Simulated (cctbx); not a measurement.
# Symmetry from intensities

Cell: a = 9.1630 Å, b = 9.1630 Å, c = 3.6080 Å, α = 90.00°, β = 90.00°, γ = 120.00°. Expected content of the cell: Ni3 P7 Mg5 Be6.

Simulated single-crystal data (cctbx): Ag Kα, λ = 0.56087 Å, to d = 0.6 Å, 80 % of the full sphere, strongest reflection 40000 counts, noise from counting, a 6 % proportional error and a noise floor of 15 counts (s.d.); no absorption.

A first pass over the reflections prints:

```text
4024 reflections to d = 0.601 A
centring   violations  <I/sigma> of those
    A       1540 of  2033      8.4
    B       1519 of  2009      8.4
    C       1537 of  2006      8.6
    I       1538 of  2024      8.4
    R       2018 of  2672      8.5
    F       2298 of  3024      8.5
Laue class    unique    Rint  (classes that these axes allow; Friedel mates merged)
P -1             2420   0.054
P 1 1 2/m        1413   0.059
P -3              846   0.064
P -3 1 m          465   0.330
P -3 m 1          488   0.330
P 6/m             479   0.066
P 6/m m m         293   0.332
space group    extra absences  I>4sigma  <I/sigma>
P 6                     0          0         -  acentric
P -6                    0          0         -  acentric
P 6/m                   0          0         -  centric
Wilson B = 1.38 A^2   <|E^2-1|> = 0.685 (0.968 centric, 0.736 acentric)   E^2>4: 1.3 %
shell (A)         n   <I/sigma>
 7.94 - 1.20     67     31.6
 1.20 - 0.95     64     31.0
 0.95 - 0.83     55     21.8
 0.83 - 0.76     59     23.9
 0.76 - 0.70     58     18.9
 0.70 - 0.66     62     17.3
 0.66 - 0.63     58     12.9
 0.63 - 0.60     56     13.0
```

**Question.** What are the lattice type, the Laue class and the likely space group?

Every centring test has many violations, so the lattice is primitive.

Rint stays low (0.054 to 0.066) up to P 6/m and is 0.330 or more in the other classes.

3 settings pass the absence test. No glide or screw absences show, which leaves P 6, P -6 and P 6/m.

⟨|E²−1|⟩ = 0.685 leans to a non-centrosymmetric structure. The Wilson B of 1.38 Å² means U ≈ 0.0175 Å².

The true group is P-6 (no. 174), Laue class 6/m, non-centrosymmetric. The tables only narrow the choice to the tied entries; cell content, site symmetry and trial solutions must settle it.

The model is made up (kin elements in a known structure type, no relaxation), so it says nothing on whether the phase exists.

[Logs are printed without paths, hosts, clocks, repeated set-up lines and the standing remarks that a program may print on its own settings, such as how far it seeks lower states.]
